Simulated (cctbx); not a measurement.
**Occupancies in CaCu3**

Cell a = 4.0780 Å, b = 4.0780 Å, c = 4.0780 Å, α = 90.00°, β = 90.00°, γ = 90.00°; space group Pm-3m (no. 221); nominal formula CaCu3.

The data are simulated with cctbx, not measured: Cu Kα, λ = 1.54184 Å, to d = 0.83 Å, 70 % of the full sphere, strongest reflection 40000 counts, noise from counting, a 6 % proportional error and a noise floor of 2 counts (s.d.); no absorption.

With every site full:

```text
Rint 0.045, 24 unique reflections to 0.83 A
cycle     R1     wR2    GooF  max shift (A)
   1  0.2109  0.6086  32.772   0.00000
   3  0.1022  0.1948  10.492   0.00000
final R1 0.1022 wR2 0.1948 GooF 10.492  parameters 3  data/parameter 8.0
atom        x        y        z      Ueq    occ   su(xyz)  su(Uiso or U11)
Cu1    0.50000  0.50000  0.00000   0.0201  1.000  0.00000  0.0031
Ca1    0.00000  0.00000  0.00000   0.0596  1.000  0.00000  0.0053
difference map: max 1.00 min -4.03 rms 0.66
Q1    0.5000  0.5000  0.5000    1    1.00  2.04 A from Cu1
Q2    0.0000  0.0000  0.5000    3    0.78  2.04 A from Cu1
Q3    0.2540  0.2540  0.2540    8    0.51  1.76 A from Cu1
Q4    0.0000  0.0000  0.2846    6    0.48  1.16 A from Ca1
Q5    0.0000  0.2329  0.4201   24    0.48  1.14 A from Cu1
Q6    0.2500  0.5000  0.5000    6    0.45  1.02 A from Cu1
```

With the occupancies of the suspect sites free, each still typed as its main element:

```text
Rint 0.045, 24 unique reflections to 0.83 A
cycle     R1     wR2    GooF  max shift (A)
   1  0.1767  0.6195  34.186   0.00000
   2  0.0054  0.0144   0.793   0.00000
final R1 0.0055 wR2 0.0144 GooF 0.793  parameters 4  data/parameter 6.0
atom        x        y        z      Ueq    occ   su(xyz)  su(Uiso or U11)
Cu1    0.50000  0.50000  0.00000   0.0140  1.000  0.00000  0.0003
Ca1    0.00000  0.00000  0.00000   0.0237  0.598  0.00000  0.0008
su of occupancy Ca1: 0.006
difference map: max 0.10 min -0.18 rms 0.04
Q1    0.2047  0.2047  0.2047    8    0.11  1.45 A from Ca1
Q2    0.5000  0.5000  0.5000    1    0.10  2.04 A from Cu1
Q3    0.3359  0.3359  0.3359    8    0.08  1.66 A from Cu1
Q4    0.0000  0.2626  0.5000   12    0.07  0.97 A from Cu1
Q5    0.2500  0.2500  0.5000   12    0.05  1.44 A from Cu1
Q6    0.0000  0.0000  0.2654    6    0.05  1.08 A from Ca1
```

**Question.** What is the disorder?

X-rays count electrons. Ca1 refines to 0.598(0.006), or 12.0 electrons; the site truly holds 0.6 Ca, 12.0 electrons, which is 0.600 of Ca. A value under 1 can't tell vacancies from a lighter guest, and one over 1 needs a heavier guest; chemistry or a second radiation must settle which. Occupancy correlates with U and the scale, so the match is approximate.

Freeing them takes R1 from 0.1022 to 0.0055 and GooF from 10.49 to 0.79.

The model is made up (kin elements in a known structure type, no relaxation), so it says nothing on whether the phase exists.

[Middle refinement cycles are left out of these outputs.]

[Logs are printed without paths, hosts, clocks, repeated set-up lines and the standing remarks that a program may print on its own settings, such as how far it seeks lower states.]
